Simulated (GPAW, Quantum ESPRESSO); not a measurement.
**Core-hole calculation of the Rh L₃ edge in Rh (Rhodium, Fm-3m)**

What does one-electron theory with a core hole give for the Rh L₃ edge of Rh (Rhodium, Fm-3m)?

Method: X-ray absorption from dipole matrix elements to empty bands, plane-wave PAW PBE, in GPAW 26.7.0.

Report form: the programs' logs are mostly left out.

The database entry behind the starting cell differs from later determinations by our own check (an axis about 0.2 % short against later determinations), so it need not match the best structure at ambient conditions.

## (1) Set-up

Symmetry: Fm-3m, No. 225, cubic system. Conventional cell: a = 3.796 Å, b = 3.796 Å, c = 3.796 Å, α = 90.00°, β = 90.00°, γ = 90.00°. Nearest to Rh lie 12 Rh at 2.68 Å.

Structure file:

```cif
data_structure
_symmetry_space_group_name_H-M 'P 1'
_symmetry_Int_Tables_number 1
_cell_length_a 2.6840
_cell_length_b 2.6840
_cell_length_c 2.6840
_cell_angle_alpha 60.000
_cell_angle_beta 60.000
_cell_angle_gamma 60.000
_cell_volume 13.67
loop_
_atom_site_label
_atom_site_type_symbol
_atom_site_fract_x
_atom_site_fract_y
_atom_site_fract_z
_atom_site_occupancy
Rh1 Rh 0.00000 0.00000 0.00000 1
```

## (2) Ground state of the crystal

The ground state comes first: it tells whether the system has a gap, which decides how the excited electron is treated.

scf.py

```python
import numpy as np
from ase import Atoms
from ase.parallel import parprint, paropen
from gpaw import GPAW, PW, FermiDirac, Mixer, MixerDif, setup_paths
from gpaw.test import gen
setup_paths.insert(0, '.')
gen('Rh', name='nch2p', xcname='PBE', corehole=(2, 1, 0), write_xml=True)
from gpaw.mpi import world
world.barrier()

atoms = Atoms('Rh',
    cell=[[0, 1.89785, 1.89785],
     [1.89785, 0, 1.89785],
     [1.89785, 1.89785, 0]],
    scaled_positions=[[0, 0, 0]],
    pbc=True)
atoms.calc = calc = GPAW(legacy_gpaw=True, mode=PW(500, force_complex_dtype=True), xc='PBE', setups={0: 'nch2p'},
    kpts={'size': (11, 11, 11), 'gamma': True}, occupations=FermiDirac(0.05),
    charge=0, mixer=Mixer(0.1, 5, 50), maxiter=150,
    convergence={'density': 0.0001, 'eigenstates': 1e-6}, txt='scf.txt')
energy = atoms.get_potential_energy() + calc.get_reference_energy()
ef = calc.get_fermi_level()
out = dict(energy=energy, fermi=ef, forces=atoms.get_forces().tolist())
parprint(f'all-electron energy {energy:.4f} eV, Fermi level {ef:.4f} eV')
ev = np.array([[calc.get_eigenvalues(k, s) for k in range(len(calc.get_ibz_k_points()))] for s in range(calc.get_number_of_spins())])
out['homo'], out['lumo'], out['counts'] = ev[ev < ef].max(), ev[ev > ef].min(), sorted(set((ev < ef).sum((0, 2)).tolist()))
out['filled'] = (ev[:, 0] < ef).sum(1).tolist()
import json
with paropen('out.json', 'w') as f:
    json.dump(out, f)
```

The run is started by

```console
$ OMP_NUM_THREADS=1 mpirun -n 4 gpaw python scf.py
```

Elapsed: 4.6 s, on 4 MPI ranks of Arm Neoverse V2, shared host; peak memory 0.16 GiB.

The mesh shows no gap, so the system is treated as a metal and the core electron is put at the Fermi level (neutral cell).

## (3) Spectrum without a core hole, Rh atom 1

This cheap baseline ignores the attraction of the hole: it shows the absorber's empty states as they are in the ground state. The data set with a hole of occupation 0 only carries the core orbital.

The absorber has 12 Rh at 2.68 Å (cuboctahedral, site symmetry m-3m).

xas.py

```python
import numpy as np
from ase import Atoms
from ase.parallel import parprint, paropen
from gpaw import GPAW, PW, FermiDirac, Mixer, MixerDif, setup_paths
from gpaw.test import gen
setup_paths.insert(0, '.')
gen('Rh', name='nch2p', xcname='PBE', corehole=(2, 1, 0), write_xml=True)
from gpaw.mpi import world
world.barrier()

atoms = Atoms('Rh',
    cell=[[0, 1.89785, 1.89785],
     [1.89785, 0, 1.89785],
     [1.89785, 1.89785, 0]],
    scaled_positions=[[0, 0, 0]],
    pbc=True)
atoms.calc = calc = GPAW(legacy_gpaw=True, mode=PW(500, force_complex_dtype=True), xc='PBE', setups={0: 'nch2p'},
    kpts={'size': (15, 15, 15), 'gamma': True}, occupations=FermiDirac(0.1),
    charge=0, mixer=Mixer(0.1, 5, 50), maxiter=150,
    convergence={'density': 0.0001, 'eigenstates': 1e-6}, txt='scf.txt')
energy = atoms.get_potential_energy() + calc.get_reference_energy()
ef = calc.get_fermi_level()
out = dict(energy=energy, fermi=ef, forces=atoms.get_forces().tolist())
parprint(f'all-electron energy {energy:.4f} eV, Fermi level {ef:.4f} eV')
ev = np.array([[calc.get_eigenvalues(k, s) for k in range(len(calc.get_ibz_k_points()))] for s in range(calc.get_number_of_spins())])
out['homo'], out['lumo'], out['counts'] = ev[ev < ef].max(), ev[ev > ef].min(), sorted(set((ev < ef).sum((0, 2)).tolist()))
out['filled'] = (ev[:, 0] < ef).sum(1).tolist()

from ase.units import Ha
from gpaw.xas import dipole_matrix_elements
nb = int(calc.get_number_of_electrons() / 2) + 17
top = nb
nscf = calc.fixed_density(kpts={'size': (9, 9, 9), 'gamma': True},
    convergence={'eigenstates': 1.0}, txt='nscf.txt')
nscf.diagonalize_full_hamiltonian(nbands=nb)
cell = atoms.cell.array
ops = [cell.T @ U.T @ np.linalg.inv(cell.T) for U in nscf.wfs.kd.symmetry.op_scc]
E = np.arange(-25, 34, 0.1)
fwhm = np.interp(E, [4, 25], [2.13, 3.5])
Y, X, zero, highest = 0, 0, 1e9, 1e9
for spin in range(nscf.get_number_of_spins()):
    wfs = nscf.wfs
    A = dipole_matrix_elements(wfs.setups[0])
    eps = np.zeros((wfs.kd.nibzkpts, nb))
    d = np.zeros((3, A.shape[1], wfs.kd.nibzkpts, nb), complex)
    for kpt in wfs.kpt_u:
        if kpt.s == spin and 0 in kpt.P_ani:
            eps[kpt.k] = kpt.eps_n * Ha
            d[:, :, kpt.k] = (kpt.weight * wfs.nspins / 2) ** 0.5 * np.inner(A, kpt.P_ani[0])
    world.sum(eps)
    world.sum(d)
    T = np.einsum('amkn,bmkn->abkn', d, d.conj()).real
    T = sum(np.einsum('ai,ijkn,bj->abkn', R, T, R) for R in ops) / len(ops)
    empty = eps > ef
    zero, highest = min(zero, eps[empty].min()), min(highest, eps[:, top - 1].min())
    lines = [(eps, T, empty)] if spin == 0 else lines + [(eps, T, empty)]
for eps, T, empty in lines:
    f = np.einsum('aakn->akn', T).reshape(3, -1)
    x = eps.ravel() - zero
    w = np.interp(x, E, fwhm) / 2.35482
    g = np.exp(-0.5 * ((E[:, None] - x) / w) ** 2) / (w * (2 * np.pi) ** 0.5)
    Y = Y + (f * empty.ravel()) @ g.T
    X = X + (f * ~empty.ravel()) @ g.T
out.update(E=E.round(2).tolist(), xas=Y.tolist(), xes=X.tolist(), zero=zero, valid=highest - zero, nk=len(eps), nb=nb)
for i in range(0, len(E), 10):
    parprint(f'{E[i]:7.2f}', *(f'{v:10.3e}' for v in Y[:, i]))
import json
with paropen('out.json', 'w') as f:
    json.dump(out, f)
```

The run is started by

```console
$ OMP_NUM_THREADS=1 mpirun -n 4 gpaw python xas.py
```

Elapsed: 6.8 s, on 4 MPI ranks; peak memory 0.18 GiB; 27 s of CPU time.

The Rh L₃ spectrum, Rh atom 1, no core hole (energy from the lowest empty level; intensity scaled to a mean of 1 over the first 20 eV):

```csv
E (eV),intensity
-2.0,0.12
-1.4,0.53
-0.8,1.51
-0.2,2.85
0.4,3.63
1.0,3.27
1.6,2.28
2.2,1.42
2.8,0.92
3.4,0.73
4.0,0.74
4.6,0.74
5.2,0.64
5.8,0.50
6.4,0.44
7.0,0.46
7.6,0.52
8.2,0.61
8.8,0.68
9.4,0.71
10.0,0.70
10.6,0.70
11.2,0.73
11.8,0.81
12.4,0.90
13.0,0.98
13.6,1.03
14.2,1.04
14.8,1.06
15.4,1.08
16.0,1.07
16.6,1.03
17.2,0.94
17.8,0.82
18.4,0.70
19.0,0.60
19.6,0.55
20.2,0.56
20.8,0.62
21.4,0.71
22.0,0.77
22.6,0.79
23.2,0.75
23.8,0.67
24.4,0.59
25.0,0.54
25.6,0.54
26.2,0.59
26.8,0.67
27.4,0.78
28.0,0.88
28.6,0.96
29.2,0.99
29.8,0.99
30.4,0.95
31.0,0.88
31.6,0.79
```

Main maxima below 30 eV (height): 0.6 eV (3.64), 15.6 eV (1.08), 22.4 eV (0.79) and 29.4 eV (1.00). At an L edge the dipole rule selects empty d (and weakly s) states on the absorber, and the strong line at the onset measures the empty part of its d band.

The same matrix elements for filled bands give the Rh L₃ emission of Rh atom 1 (ground-state approximation; energy from the lowest empty level, largest value 1):

```csv
E (eV),emission
-24.00,0.00
-23.25,0.00
-22.50,0.00
-21.75,0.00
-21.00,0.00
-20.25,0.00
-19.50,0.00
-18.75,0.00
-18.00,0.00
-17.25,0.00
-16.50,0.00
-15.75,0.00
-15.00,0.00
-14.25,0.00
-13.50,0.00
-12.75,0.00
-12.00,0.00
-11.25,0.00
-10.50,0.00
-9.75,0.00
-9.00,0.00
-8.25,0.01
-7.50,0.04
-6.75,0.16
-6.00,0.37
-5.25,0.58
-4.50,0.72
-3.75,0.84
-3.00,0.96
-2.25,1.00
-1.50,0.96
-0.75,0.81
0.00,0.51
0.75,0.20
1.50,0.05
2.25,0.01
3.00,0.00
```

Emission maxima: -2.2 eV (1.00).

## (4) Reference energy of the supercell

The photon energy needs a difference of total energies, so the cell and mesh of the coming hole run are first run without a hole.

Edit scf.py of step 2 so:

```diff
@@ -10,10 +10,22 @@
 
-atoms = Atoms('Rh',
-    cell=[[0, 1.89785, 1.89785],
-     [1.89785, 0, 1.89785],
-     [1.89785, 1.89785, 0]],
-    scaled_positions=[[0, 0, 0]],
+atoms = Atoms('Rh13',
+    cell=[[-1.89785, 0, 5.69355],
+     [0, 5.69355, 1.89785],
+     [-5.69355, -1.89785, 0]],
+    scaled_positions=[[0, 0, 0],
+     [0.30769231, 0.07692308, 0.23076923],
+     [0.07692308, 0.76923077, 0.30769231],
+     [0.53846154, 0.38461538, 0.15384615],
+     [0.15384615, 0.53846154, 0.61538462],
+     [0.61538462, 0.15384615, 0.46153846],
+     [0.76923077, 0.69230769, 0.07692308],
+     [0.23076923, 0.30769231, 0.92307692],
+     [0.38461538, 0.84615385, 0.53846154],
+     [0.84615385, 0.46153846, 0.38461538],
+     [0.46153846, 0.61538462, 0.84615385],
+     [0.92307692, 0.23076923, 0.69230769],
+     [0.69230769, 0.92307692, 0.76923077]],
     pbc=True)
 atoms.calc = calc = GPAW(legacy_gpaw=True, mode=PW(500, force_complex_dtype=True), xc='PBE', setups={0: 'nch2p'},
-    kpts={'size': (11, 11, 11), 'gamma': True}, occupations=FermiDirac(0.05),
+    kpts={'size': (3, 3, 3), 'gamma': True}, occupations=FermiDirac(0.1),
     charge=0, mixer=Mixer(0.1, 5, 50), maxiter=150,
```

The run is started by

```console
$ OMP_NUM_THREADS=1 mpirun -n 4 gpaw python scf.py
```

Run time: 32 s. Hardware: 4 MPI ranks; peak memory 0.27 GiB; 2.1 min of CPU time.

Reference energy: -1691845.307 eV with the cores included.

## (5) Spectrum with XCH, Rh atom 1

The holes are 6.0 Å apart. In GPAW the data set carries the hole's charge, so charge=0 means a charged cell and charge=-1 a neutral one. The excited electron is kept in the cell, where it fills the lowest empty states and screens the hole. After the field has converged, empty bands are computed with the density fixed and the dipole matrix elements are summed.

Edit xas.py of step 3 so:

```diff
@@ -6,3 +6,3 @@
 setup_paths.insert(0, '.')
-gen('Rh', name='nch2p', xcname='PBE', corehole=(2, 1, 0), write_xml=True)
+gen('Rh', name='fch2p', xcname='PBE', corehole=(2, 1, 1), write_xml=True)
 from gpaw.mpi import world
@@ -10,11 +10,23 @@
 
-atoms = Atoms('Rh',
-    cell=[[0, 1.89785, 1.89785],
-     [1.89785, 0, 1.89785],
-     [1.89785, 1.89785, 0]],
-    scaled_positions=[[0, 0, 0]],
+atoms = Atoms('Rh13',
+    cell=[[-1.89785, 0, 5.69355],
+     [0, 5.69355, 1.89785],
+     [-5.69355, -1.89785, 0]],
+    scaled_positions=[[0, 0, 0],
+     [0.30769231, 0.07692308, 0.23076923],
+     [0.07692308, 0.76923077, 0.30769231],
+     [0.53846154, 0.38461538, 0.15384615],
+     [0.15384615, 0.53846154, 0.61538462],
+     [0.61538462, 0.15384615, 0.46153846],
+     [0.76923077, 0.69230769, 0.07692308],
+     [0.23076923, 0.30769231, 0.92307692],
+     [0.38461538, 0.84615385, 0.53846154],
+     [0.84615385, 0.46153846, 0.38461538],
+     [0.46153846, 0.61538462, 0.84615385],
+     [0.92307692, 0.23076923, 0.69230769],
+     [0.69230769, 0.92307692, 0.76923077]],
     pbc=True)
-atoms.calc = calc = GPAW(legacy_gpaw=True, mode=PW(500, force_complex_dtype=True), xc='PBE', setups={0: 'nch2p'},
-    kpts={'size': (15, 15, 15), 'gamma': True}, occupations=FermiDirac(0.1),
-    charge=0, mixer=Mixer(0.1, 5, 50), maxiter=150,
+atoms.calc = calc = GPAW(legacy_gpaw=True, mode=PW(500, force_complex_dtype=True), xc='PBE', setups={0: 'fch2p'},
+    kpts={'size': (3, 3, 3), 'gamma': True}, occupations=FermiDirac(0.1),
+    charge=-1, mixer=Mixer(0.1, 5, 50), maxiter=150,
     convergence={'density': 0.0001, 'eigenstates': 1e-6}, txt='scf.txt')
@@ -30,10 +42,9 @@
 from gpaw.xas import dipole_matrix_elements
-nb = int(calc.get_number_of_electrons() / 2) + 17
-top = nb
-nscf = calc.fixed_density(kpts={'size': (9, 9, 9), 'gamma': True},
-    convergence={'eigenstates': 1.0}, txt='nscf.txt')
-nscf.diagonalize_full_hamiltonian(nbands=nb)
+nb = int(calc.get_number_of_electrons() / 2) + 174
+top, nb = nb, nb + 8 + nb // 12
+nscf = calc.fixed_density(kpts={'size': (4, 4, 4), 'gamma': True}, nbands=nb,
+    convergence={'bands': top, 'eigenstates': 1e-5}, maxiter=60, txt='nscf.txt')
 cell = atoms.cell.array
 ops = [cell.T @ U.T @ np.linalg.inv(cell.T) for U in nscf.wfs.kd.symmetry.op_scc]
-E = np.arange(-25, 34, 0.1)
+E = np.arange(-6, 34, 0.1)
 fwhm = np.interp(E, [4, 25], [2.13, 3.5])
```

The run is started by

```console
$ OMP_NUM_THREADS=1 mpirun -n 4 gpaw python xas.py
```

Run time: 3.3 min. Hardware: 4 MPI ranks; peak memory 0.5 GiB.

The Rh L₃ spectrum, Rh atom 1, excited-electron core hole (neutral cell) (energy from the lowest empty level; intensity scaled to a mean of 1 over the first 20 eV):

```csv
E (eV),intensity
-2.0,0.11
-1.0,0.97
0.0,2.68
1.0,2.57
2.0,1.25
3.0,0.78
4.0,0.73
5.0,0.66
6.0,0.52
7.0,0.50
8.0,0.63
9.0,0.77
10.0,0.79
11.0,0.81
12.0,0.98
13.0,1.14
14.0,1.19
15.0,1.22
16.0,1.21
17.0,1.09
18.0,0.88
19.0,0.68
20.0,0.62
21.0,0.74
22.0,0.89
23.0,0.89
24.0,0.75
25.0,0.63
26.0,0.67
27.0,0.83
28.0,1.02
29.0,1.13
30.0,1.11
31.0,0.97
32.0,0.78
```

Main maxima below 30 eV (height): 0.4 eV (2.96), 15.4 eV (1.22), 22.4 eV (0.92) and 29.4 eV (1.14). 

## (6) What the core hole does

Both curves are counted from their own zero, so only the shift of weight within the empty states shows.

```csv
E (eV),no hole,XCH
-2.0,0.12,0.11
-1.0,1.12,0.97
0.0,3.22,2.68
1.0,3.27,2.57
2.0,1.67,1.25
3.0,0.83,0.78
4.0,0.74,0.73
5.0,0.68,0.66
6.0,0.47,0.52
7.0,0.46,0.50
8.0,0.58,0.63
9.0,0.70,0.77
10.0,0.70,0.79
11.0,0.71,0.81
12.0,0.84,0.98
13.0,0.98,1.14
14.0,1.04,1.19
15.0,1.07,1.22
16.0,1.07,1.21
17.0,0.97,1.09
18.0,0.78,0.88
19.0,0.60,0.68
20.0,0.55,0.62
21.0,0.65,0.74
22.0,0.77,0.89
23.0,0.77,0.89
24.0,0.64,0.75
25.0,0.54,0.63
26.0,0.57,0.67
27.0,0.71,0.83
28.0,0.88,1.02
29.0,0.99,1.13
30.0,0.98,1.11
31.0,0.88,0.97
32.0,0.73,0.78
```

With each curve scaled to its own mean, the area from −2 to 6 eV with the hole is 10.0 against 11.9, and the centre of weight from −1 to 20 eV moves by +1.0 eV (first and strongest maxima below 20 eV: 0.6 eV (3.64) and 15.6 eV (1.08) without the hole, 0.4 eV (2.96) and 15.4 eV (1.22) with it): the near-edge weight falls against the higher-lying part.

## (7) Runs not followed above

These runs aren't followed: redraws of a spectrum that repeat one shown, runs with a planted fault or a state judged unsound, or a program's part that gave no sound spectrum.

| program | step | status | elapsed |
| --- | --- | --- | --- |
| Quantum ESPRESSO | ground state | converged | 2.7 s |
| Quantum ESPRESSO | no core hole | converged | 51 s |
| Quantum ESPRESSO | no core hole, redrawn | converged | 36 s |
| Quantum ESPRESSO | supercell ground state | timeout | 8.6 min |
| Quantum ESPRESSO | core-hole potential | converged | 0.78 s |
| Quantum ESPRESSO | supercell with XCH | timeout | 10 min |
| Quantum ESPRESSO | supercell with XCH | timeout | 6.2 min |

## (8) Summary of results

- absorber and edge: Rh L₃, atom 1 of the ground-state input (counted from 1)
- surroundings: 12 Rh at 2.68 Å (cuboctahedral, site symmetry m-3m)
- highest intensity below 24 eV: 0.4 eV above the zero, height 2.96

The Rh L₃ edge of atom 1, with 12 Rh at 2.68 Å (cuboctahedral, site symmetry m-3m), has its highest intensity of the first 24 eV at 0.4 eV above the zero, 3.0 times the mean level of the first 20 eV (Gaussian full width 2.13 eV up to 4 eV, rising linearly to 3.5 eV at 25 eV). With each curve scaled to its own mean, the area from −2 to 6 eV with the hole is 10.0 against 11.9, and the centre of weight from −1 to 20 eV moves by +1.0 eV (first and strongest maxima below 20 eV: 0.6 eV (3.64) and 15.6 eV (1.08) without the hole, 0.4 eV (2.96) and 15.4 eV (1.22) with it): the near-edge weight falls against the higher-lying part. The same cell was also set up in Quantum ESPRESSO; that part failed, was judged unsound or used a data set known to give false states; its runs are listed without their results. 1 further run of this session is left out of this account as redundant. Only the L₃ part is meant: spin–orbit coupling of the core level isn't computed and the L₂ copy isn't added. The script folds with a Gaussian, whereas the core hole's own line is a Lorentzian, so the onset is too steep and the first peak too high. The holes are only 6.0 Å apart, so the shape is probably not converged with cell size; no larger cell was run here. The structure is a published determination, not relaxed.

[Logs are printed without paths, hosts, clocks, repeated set-up lines and the standing remarks that a program may print on its own settings, such as how far it seeks lower states.]

[Hosts, paths, dates, database ids (printed as entryN), source tags and the programs' standing remarks are cut or masked in the printed files.]

[Lists of maxima count a maximum above −3 eV only where it reaches 4 % of the highest in the window and stands out from its surroundings by 2 % of it (1.5 % where it reaches 55 %); shoulders and weaker maxima are passed over, and of the rest the first, up to two pre-edge ones and the few strongest are named.]
